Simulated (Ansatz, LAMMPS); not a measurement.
# A frame of liquid (Rb,Li,Cs)Br from 1400 K, run at 600 K (130 atoms): a short ab initio trajectory

How do the atoms of a frame of liquid (Rb,Li,Cs)Br from 1400 K, run at 600 K (130 atoms) move, and what local order do they keep?

Method: Kohn-Sham DFT, PBE, PAW (set soft_2), plane waves, in Ansatz 0.2.0.

### 1. Set-up

The cell holds 130 atoms: 11 Rb, 26 Li, 28 Cs and 65 Br. Its edges and angles: a = 18.583 Å, b = 18.583 Å, c = 18.583 Å, α = 90.0°, β = 90.0°, γ = 90.0°. 130 atoms (11 Rb, 26 Li, 28 Cs, 65 Br) placed at random at 2.6 g/cm³, melted at 1800 K for 10 ps at fixed volume with the Lennard-Jones and Coulomb ion parameters for SPC/E (Joung and Cheatham, J. Phys. Chem. B 112, 9020 (2008)), full charges. Snapshot at the end of a hold of 20 ps at 1400 K and fixed volume.

What the set-up can't give: The network of bonds at the start is that of the classical potential that made the cell, and needn't be the one that DFT or experiment would give. The cell was made at 1400 K but the dynamics is set to 600 K: the trajectory isn't one at 1400 K. The ion parameters were fitted for water, not for melts, so the starting structure of this cell may lie well off the real melt's. Sampling is at Γ alone, for a cell whose shortest periodic width is 19 Å. No spin–orbit coupling is included, so levels derived from the heavy atoms are approximate.

### 2. Dynamics started at 600 K

A Nosé–Hoover thermostat steers the temperature while disturbing the dynamics little. The time step is 1.0 fs.

input.yaml

```yaml
crystal:
  lattice:
    - [18.5827, 0.0, 0.0]
    - [0.0, 18.5827, 0.0]
    - [0.0, 0.0, 18.5827]
  atoms:
    - { symbol: Rb, position: [0.51557, 0.21131, 0.22342] }
    - { symbol: Rb, position: [0.38412, 0.53114, 0.15] }
    - { symbol: Rb, position: [0.25552, 0.05583, 0.48865] }
    - { symbol: Rb, position: [0.88507, 0.67597, 0.6322] }
    [... 120 atom lines left out ...]
    - { symbol: Br, position: [0.99055, 0.77666, 0.37834] }
    - { symbol: Br, position: [0.21945, 0.92272, 0.60508] }
    - { symbol: Br, position: [0.28397, 0.17026, 0.06804] }
    - { symbol: Br, position: [0.70528, 0.91332, 0.47874] }
    - { symbol: Br, position: [0.31095, 0.67581, 0.03975] }
    - { symbol: Br, position: [0.82015, 0.73065, 0.48302] }
kpoints:
  mp_grid: { grid: [1, 1, 1] }
hamiltonian:
  xc: pbe
scf:
  occupations: { method: gaussian, width: 0.025 }
output:
  forces: true
md:
  timestep: 1.0
  n_steps: 59
  ensemble: nvt_nose_hoover
  temperature: 600
  initial_velocities: maxwell_boltzmann
  seed: 6184
```

The run is started by

```console
> ansatz run input.yaml --threads 8 --pin off --max-ram 15872MiB --backend cpu --events-out ev --progress --plain --runs-dir out
```

Elapsed: 27 min, on 8 threads of Arm Neoverse V2, shared host; peak memory 9.2 GiB.

The program notes that it switched symmetry off.

The trajectory, sampled:

| time (fs) | T (K) | potential (meV/atom) | conserved (meV/atom) |
| --- | --- | --- | --- |
| 0.0 | 600 | 0.0 | 0.00 |
| 4.0 | 605 | -0.7 | 0.00 |
| 8.0 | 619 | -2.4 | 0.00 |
| 12.0 | 639 | -5.0 | 0.00 |
| 16.0 | 664 | -8.2 | 0.00 |
| 20.0 | 692 | -11.9 | 0.00 |
| 24.0 | 720 | -15.6 | -0.01 |
| 28.0 | 744 | -18.9 | -0.01 |
| 31.0 | 759 | -20.9 | -0.01 |
| 35.0 | 774 | -23.2 | -0.01 |
| 39.0 | 787 | -25.3 | -0.01 |
| 43.0 | 800 | -27.5 | -0.01 |
| 47.0 | 814 | -29.9 | -0.01 |
| 51.0 | 825 | -32.2 | -0.01 |
| 55.0 | 833 | -34.2 | -0.01 |
| 59.0 | 840 | -36.2 | 0.00 |

Mean square displacement from the first frame to the last: Rb 0.063 Å², Li 0.57 Å², Cs 0.052 Å², Br 0.066 Å².

The mean square displacement by time lag:

| time lag (fs) | Br (Å²) | Cs (Å²) | Li (Å²) | Rb (Å²) |
| --- | --- | --- | --- | --- |
| 1.0 | 2.1e-5 | 1.6e-5 | 2.9e-4 | 1.9e-5 |
| 2.0 | 8.3e-5 | 6.5e-5 | 0.00115 | 7.5e-5 |
| 3.0 | 1.9e-4 | 1.5e-4 | 0.00259 | 1.7e-4 |
| 5.0 | 5.2e-4 | 4.1e-4 | 0.00718 | 4.7e-4 |
| 7.0 | 0.00102 | 7.9e-4 | 0.0140 | 9.2e-4 |
| 8.0 | 0.00133 | 0.00104 | 0.0183 | 0.00121 |
| 9.0 | 0.00168 | 0.00131 | 0.0231 | 0.00153 |
| 10.0 | 0.00208 | 0.00162 | 0.0284 | 0.00188 |
| 13.0 | 0.00350 | 0.00274 | 0.0476 | 0.00318 |
| 14.0 | 0.00406 | 0.00318 | 0.0549 | 0.00369 |
| 15.0 | 0.00466 | 0.00365 | 0.0628 | 0.00424 |
| 16.0 | 0.00529 | 0.00415 | 0.0711 | 0.00482 |
| 17.0 | 0.00597 | 0.00468 | 0.0798 | 0.00544 |
| 20.0 | 0.00824 | 0.00647 | 0.109 | 0.00753 |
| 21.0 | 0.00907 | 0.00712 | 0.119 | 0.00830 |
| 22.0 | 0.00995 | 0.00781 | 0.130 | 0.00910 |
| 23.0 | 0.0109 | 0.00854 | 0.141 | 0.00994 |
| 25.0 | 0.0128 | 0.0101 | 0.163 | 0.0117 |
| 27.0 | 0.0149 | 0.0117 | 0.187 | 0.0137 |
| 28.0 | 0.0160 | 0.0126 | 0.200 | 0.0147 |
| 30.0 | 0.0183 | 0.0144 | 0.225 | 0.0169 |

Over the second half of 59 fs the temperature averages 803 K, rising from about 766 to 835 K (means over the first and last quarter of that half). The conserved energy stays within 0.01 meV/atom. From first frame to last Li has the largest mean square displacement, 0.57 Å² at the end; the farthest move is 1.34 Å. The mean temperature of 803 K lies well off the 600 K of the input, so the thermostat hasn't yet brought the run to equilibrium. The run spans 0.06 ps, too short for its means to be equilibrium values.

### 3. Local order late in the run

The g(r) is a mean over the second half; what follows it is taken at the last frame.

Density 2.60 g/cm³, 49.36 Å³ an atom.

Mean of 16 frames. Pair distribution functions g(r), in bins of 0.2 Å:

| r (Å) | total | Br-Br | Br-Cs | Br-Li | Br-Rb | Cs-Cs | Cs-Li |
| --- | --- | --- | --- | --- | --- | --- | --- |
| 2.00 | 0.01 | 0.00 | 0.00 | 0.07 | 0.00 | 0.00 | 0.00 |
| 2.20 | 0.48 | 0.00 | 0.00 | 2.42 | 0.00 | 0.00 | 0.00 |
| 2.40 | 1.27 | 0.00 | 0.00 | 6.37 | 0.00 | 0.00 | 0.00 |
| 2.60 | 1.13 | 0.00 | 0.00 | 5.63 | 0.00 | 0.00 | 0.00 |
| 2.80 | 0.41 | 0.00 | 0.00 | 1.95 | 0.00 | 0.00 | 0.00 |
| 3.00 | 0.42 | 0.00 | 0.36 | 1.00 | 1.42 | 0.00 | 0.00 |
| 3.20 | 1.01 | 0.05 | 2.63 | 0.62 | 3.33 | 0.00 | 0.00 |
| 3.40 | 1.08 | 0.06 | 3.24 | 0.70 | 2.33 | 0.00 | 0.07 |
| 3.60 | 1.10 | 0.01 | 2.67 | 0.36 | 3.44 | 0.36 | 0.34 |
| 3.80 | 1.24 | 1.20 | 2.20 | 0.42 | 2.48 | 0.57 | 0.64 |
| 4.00 | 1.02 | 1.45 | 1.22 | 0.51 | 0.97 | 0.00 | 0.90 |
| 4.20 | 1.07 | 1.79 | 0.82 | 0.53 | 0.92 | 0.78 | 1.22 |
| 4.40 | 1.07 | 1.61 | 0.78 | 0.51 | 0.93 | 1.35 | 1.72 |
| 4.60 | 1.14 | 1.79 | 0.69 | 0.59 | 0.50 | 0.89 | 1.35 |
| 4.80 | 0.98 | 1.23 | 0.58 | 0.44 | 0.29 | 2.50 | 1.77 |
| 5.00 | 1.04 | 1.27 | 0.74 | 0.79 | 0.44 | 1.42 | 1.65 |
| 5.20 | 1.09 | 1.41 | 0.62 | 0.66 | 0.52 | 1.00 | 2.21 |
| 5.40 | 1.01 | 0.68 | 0.76 | 1.04 | 0.86 | 1.67 | 1.67 |
| 5.60 | 1.03 | 0.97 | 0.93 | 1.10 | 0.30 | 0.85 | 1.81 |
| 5.80 | 0.87 | 0.93 | 0.89 | 1.05 | 0.63 | 0.94 | 1.01 |
| 6.00 | 0.89 | 0.91 | 0.77 | 1.22 | 0.61 | 0.66 | 1.05 |
| 6.20 | 1.04 | 1.32 | 0.80 | 1.16 | 1.31 | 0.93 | 0.81 |
| 6.40 | 1.08 | 1.06 | 1.19 | 1.42 | 0.97 | 0.83 | 0.88 |
| 6.60 | 1.01 | 0.86 | 0.97 | 1.17 | 0.99 | 1.88 | 0.88 |
| 6.80 | 0.88 | 0.67 | 1.10 | 1.05 | 1.15 | 0.42 | 0.78 |
| 7.00 | 0.92 | 0.84 | 1.12 | 1.03 | 0.76 | 0.98 | 0.99 |
| 7.20 | 1.09 | 0.75 | 1.46 | 1.06 | 1.54 | 0.85 | 0.95 |
| 7.40 | 1.04 | 1.07 | 1.29 | 0.86 | 1.19 | 1.12 | 0.91 |

Bonds by pair of elements; cutoffs follow the first minimum of g(r), held within bounds set by covalent radii, and pairs that aren't listed don't count as bonded:

| pair A-B | cutoff (Å) | bonds | mean length (Å) | spread (Å) | shortest (Å) | B about A | A about B |
| --- | --- | --- | --- | --- | --- | --- | --- |
| Br-Cs | 4.26 | 119 | 3.63 | 0.288 | 3.09 | 1.83 | 4.25 |
| Br-Li | 3.12 | 74 | 2.53 | 0.206 | 2.02 | 1.14 | 2.85 |
| Br-Rb | 3.98 | 46 | 3.5 | 0.263 | 3.02 | 0.708 | 4.18 |

The cutoffs for Br-Cs and Br-Rb fall short of the minimum of g(r), so counts run low and odd coordinations can be artefacts.

How many atoms have how many bonded neighbours:

| element | mean | 1 | 2 | 3 | 4 | 5 | 6 |
| --- | --- | --- | --- | --- | --- | --- | --- |
| Br | 3.68 | 1 | 3 | 23 | 27 | 11 | 0 |
| Cs | 4.25 | 0 | 1 | 4 | 11 | 11 | 1 |
| Li | 2.85 | 1 | 2 | 23 | 0 | 0 | 0 |
| Rb | 4.18 | 0 | 1 | 2 | 4 | 2 | 2 |

Bond angles (no mean is given where the spread exceeds 20°):

| angle | count | mean (°) | spread (°) |
| --- | --- | --- | --- |
| Br-Cs-Br | 204 | - | - |
| Cs-Br-Li | 114 | - | - |
| Cs-Br-Cs | 85 | - | - |
| Br-Rb-Br | 81 | - | - |
| Br-Li-Br | 71 | 115 | 15.5 |

Bond length by coordination (bonds to H left out):

| element | coordination | atoms | mean bond length (Å) |
| --- | --- | --- | --- |
| Br | 1 | 1 | 3.58 |
| Br | 2 | 3 | 2.79 |
| Br | 3 | 23 | 3.22 |
| Br | 4 | 27 | 3.25 |
| Br | 5 | 11 | 3.40 |
| Cs | 2 | 1 | 3.53 |
| Cs | 3 | 4 | 3.49 |
| Cs | 4 | 11 | 3.62 |
| Cs | 5 | 11 | 3.67 |
| Cs | 6 | 1 | 3.65 |
| Li | 1 | 1 | 2.54 |
| Li | 2 | 2 | 2.30 |
| Li | 3 | 23 | 2.54 |
| Rb | 2 | 1 | 3.24 |
| Rb | 3 | 2 | 3.55 |
| Rb | 4 | 4 | 3.44 |
| Rb | 5 | 2 | 3.57 |
| Rb | 6 | 2 | 3.54 |

### 4. Single point at the last frame

The last frame is solved once more, with the analyses that the dynamics left out.

input.yaml

```yaml
crystal:
  lattice:
    - [18.5827, 0.0, 0.0]
    - [0.0, 18.5827, 0.0]
    - [0.0, 0.0, 18.5827]
  atoms:
    - { symbol: Rb, position: [0.51361, 0.21536, 0.22723] }
    - { symbol: Rb, position: [0.39627, 0.53549, 0.13907] }
    - { symbol: Rb, position: [0.2408, 0.04603, 0.49449] }
    - { symbol: Rb, position: [0.89988, 0.68334, 0.62678] }
    [... 120 atom lines left out ...]
    - { symbol: Br, position: [0.98665, 0.77971, 0.37755] }
    - { symbol: Br, position: [0.21648, 0.92866, 0.60991] }
    - { symbol: Br, position: [0.27685, 0.15765, 0.06692] }
    - { symbol: Br, position: [0.70804, 0.91757, 0.48689] }
    - { symbol: Br, position: [0.29997, 0.67521, 0.03209] }
    - { symbol: Br, position: [0.82273, 0.73437, 0.48336] }
kpoints:
  mp_grid: { grid: [1, 1, 1] }
hamiltonian:
  xc: pbe
scf:
  occupations: { method: gaussian, width: 0.025 }
output:
  forces: true
  stress: true
  populations: true
  dos:
    method: { smearing: { sigma: 0.1 } }
    de: 0.1
    projected: { site_lists: { Br: [Br], Cs: [Cs], Li: [Li], Rb: [Rb] } }
  eigenvalues: true
  write_density: true
  write_potential: true
  volumetric_format: npy
```

Wall time 84 s (8 threads); peak memory 8.5 GiB; 11 min of CPU time.

The program notes that the exchange-correlation potential is rough where the density is thin.

Numbers from this run:

* free energy: -381145.6934 eV
* free energy per atom: -2931.8899 eV/atom
* SCF cycles: 8
* pressure: 0.1625 GPa
* r.m.s. force component: 0.367 eV/Å
* longest force: 2.642 eV/Å
* Fermi energy: 1.837 eV
* gap (highest filled to lowest empty level): 2.659 eV
* spilling of the projection: 0.005134

Length of the force by element:

| element | coordination | atoms | mean length of the force (eV/Å) | spread | least | most |
| --- | --- | --- | --- | --- | --- | --- |
| Br | all | 65 | 0.519 | 0.388 | 0.057 | 2.64 |
| Cs | all | 28 | 0.421 | 0.240 | 0.109 | 1.09 |
| Li | all | 26 | 0.681 | 0.434 | 0.277 | 2.46 |
| Rb | all | 11 | 0.366 | 0.147 | 0.124 | 0.600 |

Löwdin charges by element (they lack the spilled electrons, 0.035 e an atom on average):

| element | coordination | atoms | mean charge (e) | spread | least | most |
| --- | --- | --- | --- | --- | --- | --- |
| Br | all | 65 | -0.674 | 0.0291 | -0.755 | -0.594 |
| Cs | all | 28 | 0.806 | 0.014 | 0.771 | 0.839 |
| Li | all | 26 | 0.665 | 0.0195 | 0.639 | 0.733 |
| Rb | all | 11 | 0.770 | 0.0224 | 0.732 | 0.815 |

Density of states as counts of states in windows of 1 eV (from the Fermi level), total and the larger projections:

| from (eV) | to (eV) | total | Br p | Cs p | Cs s | Br s | Rb p |
| --- | --- | --- | --- | --- | --- | --- | --- |
| -18 | -16 | 0.0 | 0.0 | 0.0 | 0.0 | 0.0 | 0.0 |
| -16 | -15 | 24.0 | 0.0 | 0.1 | 0.5 | 22.0 | 0.0 |
| -15 | -14 | 83.4 | 0.1 | 0.3 | 1.4 | 77.9 | 0.4 |
| -14 | -13 | 22.6 | 0.0 | 0.1 | 0.4 | 21.5 | 0.1 |
| -13 | -12 | 11.6 | 0.0 | 0.0 | 0.0 | 0.0 | 11.5 |
| -12 | -11 | 47.1 | 0.3 | 0.1 | 0.0 | 0.4 | 46.1 |
| -11 | -10 | 7.7 | 0.1 | 0.3 | 0.0 | 0.1 | 7.2 |
| -10 | -9 | 100.1 | 1.4 | 97.8 | 0.2 | 0.4 | 0.1 |
| -9 | -8 | 67.6 | 1.0 | 66.0 | 0.1 | 0.3 | 0.0 |
| -8 | -5 | 0.0 | 0.0 | 0.0 | 0.0 | 0.0 | 0.0 |
| -5 | -4 | 8.0 | 7.3 | 0.0 | 0.0 | 0.0 | 0.0 |
| -4 | -3 | 131.9 | 123.3 | 1.0 | 1.7 | 0.3 | 0.1 |
| -3 | -2 | 199.0 | 191.5 | 1.3 | 1.6 | 0.2 | 0.3 |
| -2 | -1 | 51.1 | 49.7 | 0.2 | 0.3 | 0.0 | 0.0 |
| -1 | 1 | 0.0 | 0.0 | 0.0 | 0.0 | 0.0 | 0.0 |
| 1 | 2 | 6.5 | 0.3 | 0.0 | 2.5 | 0.5 | 0.0 |
| 2 | 3 | 41.4 | 2.3 | 0.2 | 14.2 | 2.1 | 0.0 |
| 3 | 4 | 126.0 | 3.0 | 0.2 | 14.0 | 1.7 | 0.0 |

Between -26 and -18 eV lie 56 more states.

The stored curve holds about 810 of the 884 electrons; the rest, give or take the few that broadening carries across the Fermi level, lie in deeper levels below its range.

The levels nearest the highest filled one (over half full), pooled over k-points and spins:

| level less the highest filled one (eV) | occupation |
| --- | --- |
| -0.308 | 2 |
| -0.264 | 2 |
| -0.255 | 2 |
| -0.244 | 2 |
| -0.135 | 2 |
| 0 | 2 |
| 2.66 | 0 |
| 3.12 | 0 |
| 3.24 | 0 |
| 3.29 | 0 |
| 3.43 | 0 |
| 3.54 | 0 |

Mean Löwdin charges: Br -0.67, Cs +0.81, Li +0.66, Rb +0.77 e (they miss 0.51 % of the electrons, so they add up to more than the cell's charge). The largest share in the top eV of filled states is Br p (98 % of the projected weight), and in the lowest eV of empty states Cs s (46 % of the projected weight).

### 5. Summary of results

| Property | Result |
| --- | --- |
| mean temperature, second half | 802.7 K |
| temperature swing, second half | 26.25 K |
| slope of the conserved energy against time, by least squares | -0.1346 meV/atom/ps |
| free energy per atom | -2931.8899 eV/atom |
| pressure | 0.1625 GPa |
| r.m.s. force component | 0.367 eV/Å |
| gap (highest filled to lowest empty level) | 2.659 eV |
| wall time of the 2 DFT runs | 28 min |

In words: Over the second half of 59 fs the temperature averages 803 K, rising from about 766 to 835 K (means over the first and last quarter of that half). The conserved energy stays within 0.01 meV/atom. The mean temperature of 803 K lies well off the 600 K of the input, so the thermostat hasn't yet brought the run to equilibrium. The run spans 0.06 ps, too short for its means to be equilibrium values. Between filled and empty levels lie 2.66 eV (at Γ alone); a semilocal functional tends to put such gaps too low. In a disordered cell it changes from sample to sample and from frame to frame.

Caveats: The pressure of a single frame lacks the kinetic term, about 0.22 GPa here.

[Logs are printed without paths, hosts, clocks, repeated set-up lines and the standing remarks that a program may print on its own settings, such as how far it seeks lower states.]

[Hosts, paths, dates, database ids (printed as entryN), source tags and the programs' standing remarks are cut or masked in the printed files.]
